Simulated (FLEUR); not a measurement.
## FePt (Tetraferroplatinum): orders along a scan of the ratio c/a

Aim: follow the moments and order energies of FePt (Tetraferroplatinum) as the ratio c/a changes.

Calculated with FLEUR MaX-R8.1; PBE; all-electron FLAPW, Dirac cores, scalar-relativistic bands.

Most raw output is cut from this account.

### 1. The structure

Symmetry: P4/mmm, No. 123, tetragonal system. Conventional cell: a = 2.724 Å, b = 2.724 Å, c = 3.720 Å, α = 90.00°, β = 90.00°, γ = 90.00°. Nearest to Fe lie 8 Pt at 2.68 Å and 4 Fe at 2.72 Å. Nearest to Pt lie 8 Fe at 2.68 Å and 4 Pt at 2.72 Å. Farther neighbours are not listed.

### 2. Factor 1, start ferro +

The scan starts at the cell as given.

Lengths along (0, 0, 1) take the factor and those normal to it its inverse root, so the volume stays. Atoms keep their fractional places. Spheres, Kmax and the mesh are the same at all points, the spheres being those of the tightest cell. inpgen writes inp.xml from crystal.txt; cutoffs, mixing, functional, smearing and local orbitals are then set in the file. The k list default-1 (kpts.xml, not shown) is a Γ-centred 10×10×10 mesh; where the ranks do not divide the number of points, some are split in two of half the weight.

inp.xml

```
<?xml version="1.0" encoding="UTF-8" standalone="no"?>
<fleurInput fleurInputVersion="0.39">
   <comment>
      FePt
   </comment>
   <calculationSetup>
      <cutoffs Kmax="3.6" Gmax="10.8" GmaxXC="10.8" numbands="0"/>
      <scfLoop itmax="110" minDistance="0.00002" maxIterBroyd="15" imix="Anderson" alpha="0.05" precondParam="0.0" spinf="2.0" sdNocoIR="T"/>
      <coreElectrons ctail="T" frcor="F" kcrel="0" coretail_lmax="0"/>
      <xcFunctional name="pbe" relativisticCorrections="F"/>
      <magnetism jspins="2"/>
      <soc l_soc="F" theta="0.0" phi="0.0" spav="F"/>
      <expertModes spex="0" secvar="F"/>
      <geometryOptimization l_f="F" forcealpha="1.0" forcemix="BFGS" epsdisp="0.00001" epsforce="0.00001"/>
      <ldaU l_linMix="F" mixParam="0.05" spinf="1.0"/>
   </calculationSetup>
   <cell>
      <bzIntegration valenceElectrons="32.0" mode="hist" fermiSmearingEnergy="0.00183747">
         <kPointListSelection listName="default-1"/>
         <xi:include xmlns:xi="http://www.w3.org/2001/XInclude" href="kpts.xml"> </xi:include>
      </bzIntegration>
      <xi:include xmlns:xi="http://www.w3.org/2001/XInclude" href="sym.xml"> </xi:include>
      <bulkLattice scale="1.0">
         <bravaisMatrix>
            <row-1>    5.1466691003480998     0.0000000000000000     0.0000000000000000</row-1>
            <row-2>    0.0000000000000000     5.1466691003480998     0.0000000000000000</row-2>
            <row-3>    0.0000000000000000     0.0000000000000000     7.0297811835120001</row-3>
         </bravaisMatrix>
      </bulkLattice>
   </cell>
   <atomSpecies>
      <species name="Iron (Fe) 2.800" element="Fe" atomicNumber="26">
         <mtSphere radius="2.39" gridPoints="791" logIncrement="0.015"/>
         <atomicCutoffs lmax="8" lnonsphr="6"/>
         <electronConfig flipSpins="F">
            <coreConfig>(1s1/2) (2s1/2) (2p1/2) (2p3/2)</coreConfig>
            <valenceConfig>(3s1/2) (3p1/2) (3p3/2) (4s1/2) (3d3/2) (3d5/2)</valenceConfig>
            <stateOccupation state="(3d3/2)" spinUp="1.4" spinDown="1.0"/>
            <stateOccupation state="(3d5/2)" spinUp="3.0" spinDown="0.6"/>
         </electronConfig>
         <energyParameters s="4" p="4" d="3" f="4"/>
         <lo type="SCLO" l="0" n="3" eDeriv="0"/>
         <lo type="SCLO" l="1" n="3" eDeriv="0"/>
      </species>
      <species name="Platinum (Pt)" element="Pt" atomicNumber="78">
         <mtSphere radius="2.39" gridPoints="791" logIncrement="0.017"/>
         <atomicCutoffs lmax="8" lnonsphr="6"/>
         <electronConfig flipSpins="F">
            <coreConfig>(1s1/2) (2s1/2) (2p1/2) (2p3/2) (3s1/2) (3p1/2) (3p3/2) (4s1/2) (3d3/2) (3d5/2) (4p1/2) (4p3/2) (5s1/2) (4d3/2) (4d5/2) (4f5/2) (4f7/2)</coreConfig>
            <valenceConfig>(5p1/2) (5p3/2) (6s1/2) (5d3/2) (5d5/2)</valenceConfig>
            <stateOccupation state="(6s1/2)" spinUp="0.500000" spinDown="0.500000"/>
            <stateOccupation state="(5d3/2)" spinUp="1.800000" spinDown="1.800000"/>
            <stateOccupation state="(5d5/2)" spinUp="2.700000" spinDown="2.700000"/>
         </electronConfig>
         <energyParameters s="6" p="6" d="5" f="5"/>
         <lo type="SCLO" l="1" n="5" eDeriv="0"/>
      </species>
   </atomSpecies>
   <atomGroups>
      <atomGroup species="Iron (Fe) 2.800">
         <relPos label="                   1">.0000000000 .0000000000 .0000000000</relPos>
         <force calculate="T" relaxXYZ="TTT"/>
      </atomGroup>
      <atomGroup species="Platinum (Pt)">
         <relPos label="                   2">1.000/2.000 1.000/2.000 1.000/2.000</relPos>
         <force calculate="T" relaxXYZ="TTT"/>
      </atomGroup>
   </atomGroups>
   <output dos="F" band="F" slice="F">
      <bandDOS minEnergy="-.5*Htr" maxEnergy="0.5*Htr" sigma="0.015" storeEVData="T"/>
      <plotting iplot="0" polar="F">
         <plot TwoD="T" vec1="  1.0  0.0  0.0" vec2="  0.0  1.0  0.0" vec3="  0.0  0.0  1.0" zero="  0.0  0.0  0.0" file="plot"/>
      </plotting>
      <moessbauerParams electricFieldGradient="F" isomerShift="F" coreHyperfine="F" valenceHyperfine="F"/>
   </output>
</fleurInput>
```

crystal.txt

```
FePt
&input film=F cartesian=F /
2.72350000000  0.00000000000  0.00000000000
0.00000000000  2.72350000000  0.00000000000
0.00000000000  0.00000000000  3.72000000000
1.8897261246
1.0 1.0 1.0

2
26 0.00000000000  0.00000000000  0.00000000000 : 2.800
78 0.50000000000  0.50000000000  0.50000000000

&kpt div1=10 div2=10 div3=10 gamma=T /
```

Started as:

```sh
> OMP_NUM_THREADS=1 inpgen -f crystal.txt > inpgen.log  # inp.xml is then edited as shown
> OMP_NUM_THREADS=1 mpirun -n 4 fleur_MPI > fleur.log
```

Wall time 19 s (4 MPI ranks of Arm Neoverse V2, shared host); peak memory 0.22 GiB; 76 s of CPU time.

Read from the output:

* free energy: -536596.2546 eV
* program's band gap on this mesh (in a metal only a level spacing): 0.01517 eV
* magnetization: 3.328 μB
* final state: ferromagnetic
* largest moment: 2.989 μB

After 23 cycles the largest moment stands at 2.99 μB.

### 3. Factor 1, start antiferro q=(0,1/2,0) +-

The k list default-1 (kpts.xml, not shown) is a Γ-centred 10×5×10 mesh.

Changes to inp.xml since step 2:

```diff
@@ -17,3 +17,3 @@
    <cell>
-      <bzIntegration valenceElectrons="32.0" mode="hist" fermiSmearingEnergy="0.00183747">
+      <bzIntegration valenceElectrons="64.0" mode="hist" fermiSmearingEnergy="0.00183747">
          <kPointListSelection listName="default-1"/>
@@ -25,3 +25,3 @@
             <row-1>    5.1466691003480998     0.0000000000000000     0.0000000000000000</row-1>
-            <row-2>    0.0000000000000000     5.1466691003480998     0.0000000000000000</row-2>
+            <row-2>    0.0000000000000000    10.2933382006961995     0.0000000000000000</row-2>
             <row-3>    0.0000000000000000     0.0000000000000000     7.0297811835120001</row-3>
@@ -39,2 +39,15 @@
             <stateOccupation state="(3d5/2)" spinUp="3.0" spinDown="0.6"/>
+         </electronConfig>
+         <energyParameters s="4" p="4" d="3" f="4"/>
+         <lo type="SCLO" l="0" n="3" eDeriv="0"/>
+         <lo type="SCLO" l="1" n="3" eDeriv="0"/>
+      </species>
+      <species name="Iron (Fe) -2.800" element="Fe" atomicNumber="26">
+         <mtSphere radius="2.39" gridPoints="791" logIncrement="0.015"/>
+         <atomicCutoffs lmax="8" lnonsphr="6"/>
+         <electronConfig flipSpins="F">
+            <coreConfig>(1s1/2) (2s1/2) (2p1/2) (2p3/2)</coreConfig>
+            <valenceConfig>(3s1/2) (3p1/2) (3p3/2) (4s1/2) (3d3/2) (3d5/2)</valenceConfig>
+            <stateOccupation state="(3d3/2)" spinUp="1.0" spinDown="1.4"/>
+            <stateOccupation state="(3d5/2)" spinUp="0.6" spinDown="3.0"/>
          </electronConfig>
@@ -63,4 +76,9 @@
       </atomGroup>
+      <atomGroup species="Iron (Fe) -2.800">
+         <relPos label="                   2">.0000000000 1.000/2.000 .0000000000</relPos>
+         <force calculate="T" relaxXYZ="TTT"/>
+      </atomGroup>
       <atomGroup species="Platinum (Pt)">
-         <relPos label="                   2">1.000/2.000 1.000/2.000 1.000/2.000</relPos>
+         <relPos label="                   3">1.000/2.000 1.000/4.000 1.000/2.000</relPos>
+         <relPos label="                   4">1.000/2.000 -1.000/4.000 1.000/2.000</relPos>
          <force calculate="T" relaxXYZ="TTT"/>
```

crystal.txt

```
FePt
&input film=F cartesian=F /
2.72350000000  0.00000000000  0.00000000000
0.00000000000  5.44700000000  0.00000000000
0.00000000000  0.00000000000  3.72000000000
1.8897261246
1.0 1.0 1.0

4
26 0.00000000000  0.00000000000  0.00000000000 : 2.800
26 0.00000000000  0.50000000000  0.00000000000 : -2.800
78 0.50000000000  0.25000000000  0.50000000000
78 0.50000000000  0.75000000000  0.50000000000

&kpt div1=10 div2=5 div3=10 gamma=T /
```

Elapsed: 76 s, on 4 MPI ranks; peak memory 0.33 GiB; 5.1 min of CPU time.

Spin moment in the muffin-tin sphere by atom:

```
atom  spin moment in the muffin-tin sphere (μB)
 Fe1                                       2.94
 Fe2                                      -2.94
 Pt3                                       0.00
 Pt4                                       0.00
```

This step gave:

```yaml
free_energy: -1073192.4641 eV
program_s_band_gap_on_this_mesh_in_a_metal_only_a_level_spacing: 0.01182 eV
magnetization: 0 μB
final_state: antiferromagnetic
```

After 29 cycles the largest moment stands at 2.94 μB.

### 4. Factor 1.1, start ferro +

The farthest finished point is shown in full.

The k list default-1 (kpts.xml, not shown) is a Γ-centred 10×10×10 mesh.

Changes to inp.xml since step 3:

```diff
@@ -17,3 +17,3 @@
    <cell>
-      <bzIntegration valenceElectrons="64.0" mode="hist" fermiSmearingEnergy="0.00183747">
+      <bzIntegration valenceElectrons="32.0" mode="hist" fermiSmearingEnergy="0.00183747">
          <kPointListSelection listName="default-1"/>
@@ -24,5 +24,5 @@
          <bravaisMatrix>
-            <row-1>    5.1466691003480998     0.0000000000000000     0.0000000000000000</row-1>
-            <row-2>    0.0000000000000000    10.2933382006961995     0.0000000000000000</row-2>
-            <row-3>    0.0000000000000000     0.0000000000000000     7.0297811835120001</row-3>
+            <row-1>    4.9071564463885844     0.0000000000000000     0.0000000000000000</row-1>
+            <row-2>    0.0000000000000000     4.9071564463885844     0.0000000000000000</row-2>
+            <row-3>    0.0000000000000000     0.0000000000000000     7.7327593018631990</row-3>
          </bravaisMatrix>
@@ -39,15 +39,2 @@
             <stateOccupation state="(3d5/2)" spinUp="3.0" spinDown="0.6"/>
-         </electronConfig>
-         <energyParameters s="4" p="4" d="3" f="4"/>
-         <lo type="SCLO" l="0" n="3" eDeriv="0"/>
-         <lo type="SCLO" l="1" n="3" eDeriv="0"/>
-      </species>
-      <species name="Iron (Fe) -2.800" element="Fe" atomicNumber="26">
-         <mtSphere radius="2.39" gridPoints="791" logIncrement="0.015"/>
-         <atomicCutoffs lmax="8" lnonsphr="6"/>
-         <electronConfig flipSpins="F">
-            <coreConfig>(1s1/2) (2s1/2) (2p1/2) (2p3/2)</coreConfig>
-            <valenceConfig>(3s1/2) (3p1/2) (3p3/2) (4s1/2) (3d3/2) (3d5/2)</valenceConfig>
-            <stateOccupation state="(3d3/2)" spinUp="1.0" spinDown="1.4"/>
-            <stateOccupation state="(3d5/2)" spinUp="0.6" spinDown="3.0"/>
          </electronConfig>
@@ -76,9 +63,4 @@
       </atomGroup>
-      <atomGroup species="Iron (Fe) -2.800">
-         <relPos label="                   2">.0000000000 1.000/2.000 .0000000000</relPos>
-         <force calculate="T" relaxXYZ="TTT"/>
-      </atomGroup>
       <atomGroup species="Platinum (Pt)">
-         <relPos label="                   3">1.000/2.000 1.000/4.000 1.000/2.000</relPos>
-         <relPos label="                   4">1.000/2.000 -1.000/4.000 1.000/2.000</relPos>
+         <relPos label="                   2">1.000/2.000 1.000/2.000 1.000/2.000</relPos>
          <force calculate="T" relaxXYZ="TTT"/>
```

crystal.txt

```
FePt
&input film=F cartesian=F /
2.59675536180  0.00000000000  0.00000000000
0.00000000000  2.59675536180  0.00000000000
0.00000000000  0.00000000000  4.09200000000
1.8897261246
1.0 1.0 1.0

2
26 0.00000000000  0.00000000000  0.00000000000 : 2.800
78 0.50000000000  0.50000000000  0.50000000000

&kpt div1=10 div2=10 div3=10 gamma=T /
```

It took 22 s on 4 MPI ranks; peak memory 0.22 GiB; 88 s of CPU time.

Spin moment in the muffin-tin sphere by atom:

```
atom  spin moment in the muffin-tin sphere (μB)
 Fe1                                       2.92
 Pt2                                       0.28
```

Numbers from this step:

| Quantity | Value |
| --- | --- |
| free energy | -536596.0495 eV |
| program's band gap on this mesh (in a metal only a level spacing) | 0.003299 eV |
| magnetization | 3.119 μB |
| final state | ferromagnetic |

After 25 cycles the largest moment stands at 2.92 μB.

### 5. Factor 1.1, start antiferro q=(0,1/2,0) +-

The k list default-1 (kpts.xml, not shown) is a Γ-centred 10×5×10 mesh.

Changes to inp.xml since step 4:

```diff
@@ -17,3 +17,3 @@
    <cell>
-      <bzIntegration valenceElectrons="32.0" mode="hist" fermiSmearingEnergy="0.00183747">
+      <bzIntegration valenceElectrons="64.0" mode="hist" fermiSmearingEnergy="0.00183747">
          <kPointListSelection listName="default-1"/>
@@ -25,3 +25,3 @@
             <row-1>    4.9071564463885844     0.0000000000000000     0.0000000000000000</row-1>
-            <row-2>    0.0000000000000000     4.9071564463885844     0.0000000000000000</row-2>
+            <row-2>    0.0000000000000000     9.8143128927771688     0.0000000000000000</row-2>
             <row-3>    0.0000000000000000     0.0000000000000000     7.7327593018631990</row-3>
@@ -39,2 +39,15 @@
             <stateOccupation state="(3d5/2)" spinUp="3.0" spinDown="0.6"/>
+         </electronConfig>
+         <energyParameters s="4" p="4" d="3" f="4"/>
+         <lo type="SCLO" l="0" n="3" eDeriv="0"/>
+         <lo type="SCLO" l="1" n="3" eDeriv="0"/>
+      </species>
+      <species name="Iron (Fe) -2.800" element="Fe" atomicNumber="26">
+         <mtSphere radius="2.39" gridPoints="791" logIncrement="0.015"/>
+         <atomicCutoffs lmax="8" lnonsphr="6"/>
+         <electronConfig flipSpins="F">
+            <coreConfig>(1s1/2) (2s1/2) (2p1/2) (2p3/2)</coreConfig>
+            <valenceConfig>(3s1/2) (3p1/2) (3p3/2) (4s1/2) (3d3/2) (3d5/2)</valenceConfig>
+            <stateOccupation state="(3d3/2)" spinUp="1.0" spinDown="1.4"/>
+            <stateOccupation state="(3d5/2)" spinUp="0.6" spinDown="3.0"/>
          </electronConfig>
@@ -63,4 +76,9 @@
       </atomGroup>
+      <atomGroup species="Iron (Fe) -2.800">
+         <relPos label="                   2">.0000000000 1.000/2.000 .0000000000</relPos>
+         <force calculate="T" relaxXYZ="TTT"/>
+      </atomGroup>
       <atomGroup species="Platinum (Pt)">
-         <relPos label="                   2">1.000/2.000 1.000/2.000 1.000/2.000</relPos>
+         <relPos label="                   3">1.000/2.000 1.000/4.000 1.000/2.000</relPos>
+         <relPos label="                   4">1.000/2.000 -1.000/4.000 1.000/2.000</relPos>
          <force calculate="T" relaxXYZ="TTT"/>
```

crystal.txt

```
FePt
&input film=F cartesian=F /
2.59675536180  0.00000000000  0.00000000000
0.00000000000  5.19351072360  0.00000000000
0.00000000000  0.00000000000  4.09200000000
1.8897261246
1.0 1.0 1.0

4
26 0.00000000000  0.00000000000  0.00000000000 : 2.800
26 0.00000000000  0.50000000000  0.00000000000 : -2.800
78 0.50000000000  0.25000000000  0.50000000000
78 0.50000000000  0.75000000000  0.50000000000

&kpt div1=10 div2=5 div3=10 gamma=T /
```

Wall time 77 s (4 MPI ranks); peak memory 0.3 GiB; 5.1 min of CPU time.

This step gave:

```yaml
free_energy: -1073191.9465 eV
program_s_band_gap_on_this_mesh_in_a_metal_only_a_level_spacing: 3.27e-6 eV
magnetization: 0 μB
final_state: antiferromagnetic
largest_moment: 2.823 μB
```

After 27 cycles the largest moment stands at 2.82 μB.

### 6. All points

In all 18 runs were made at the factors 0.9, 0.93, 0.96, 0.98, 1, 1.02, 1.04, 1.07 and 1.1, of which 18 converged. The tables hold the factors at which the parallel start converged, and CPU times count converged runs alone. Differences are of free energies.

Final states:

```
factor on c at fixed volume        ferro +  antiferro q=(0,1/2,0) +-  CPU time (s)
                        0.9  ferromagnetic         antiferromagnetic         401.6
                       0.93  ferromagnetic         antiferromagnetic         390.7
                       0.96  ferromagnetic         antiferromagnetic         391.2
                       0.98  ferromagnetic         antiferromagnetic         389.6
                          1  ferromagnetic         antiferromagnetic         380.7
                       1.02  ferromagnetic         antiferromagnetic         402.8
                       1.04  ferromagnetic         antiferromagnetic           383
                       1.07  ferromagnetic         antiferromagnetic         388.4
                        1.1  ferromagnetic         antiferromagnetic         394.3
```

Table of energy over the lowest point, ferro + by factor on c at fixed volume:

```
factor on c at fixed volume  energy over the lowest point, ferro + (meV a primitive cell)
                     0.9000                                                           204
                     0.9300                                                           108
                     0.9600                                                          38.9
                     0.9800                                                          10.8
                     1.0000                                                             0
                     1.0200                                                          6.53
                     1.0400                                                          30.9
                     1.0700                                                          99.6
                     1.1000                                                           205
```

Largest sphere moment against factor on c at fixed volume:

```
factor on c at fixed volume  ferro + (μB)  antiferro q=(0,1/2,0) +- (μB)
                     0.9000          3.01                           3.01
                     0.9300          3.01                           3.00
                     0.9600          3.00                           2.97
                     0.9800          3.00                           2.96
                     1.0000          2.99                           2.94
                     1.0200          2.99                           2.92
                     1.0400          2.97                           2.90
                     1.0700          2.95                           2.86
                     1.1000          2.92                           2.82
```

Net moment, ferro + against factor on c at fixed volume:

```
factor on c at fixed volume  net moment, ferro + (μB a primitive cell)
                     0.9000                                       3.43
                     0.9300                                       3.42
                     0.9600                                       3.39
                     0.9800                                       3.36
                     1.0000                                       3.33
                     1.0200                                       3.31
                     1.0400                                       3.27
                     1.0700                                       3.19
                     1.1000                                       3.12
```

Table of energy less that of the parallel start, antiferro q=(0,1/2,0) +- by factor on c at fixed volume:

```
factor on c at fixed volume  energy less that of the parallel start, antiferro q=(0,1/2,0) +- (meV a seeded atom)
                     0.9000                                                                                 -40.5
                     0.9300                                                                                 -13.4
                     0.9600                                                                                  4.68
                     0.9800                                                                                  13.7
                     1.0000                                                                                  22.6
                     1.0200                                                                                  32.4
                     1.0400                                                                                  41.6
                     1.0700                                                                                  56.5
                     1.1000                                                                                  76.3
```

### 7. Summary of results

| Property | Result |
| --- | --- |
| largest moment, parallel start | 3.01 μB at 0.9, 2.92 μB at 1.1 |
| net moment, parallel start | 3.43 to 3.12 μB a primitive cell |
| start antiferro q=(0,1/2,0) +- less the parallel start | -40.5 meV at 0.9, +76.3 meV at 1.1, a seeded atom |

The largest moment of the parallel start goes from 3.01 μB at 0.9 to 2.92 μB at 1.1. Its energy is least at 1 of the points run. The start antiferro q=(0,1/2,0) +- crosses the parallel start in energy between 0.93 and 0.96. The opposed order is one of several, taken for its small cell; another can lie lower, so the scan does not name the ground state. Atoms were not relaxed at any point.

[Logs and program files are shortened in this print: banners, set-up blocks, solver, clock and traceback lines can be left out without a mark of their own.]

[Logs are printed without paths, hosts, clocks, repeated set-up lines and the standing remarks that a program may print on its own settings, such as how far it seeks lower states.]

[Hosts, paths, dates, database ids (printed as entryN), source tags and the programs' standing remarks are cut or masked in the printed files.]

[Where a cell is said to come from a database of computed structures, the database is the Materials Project.]
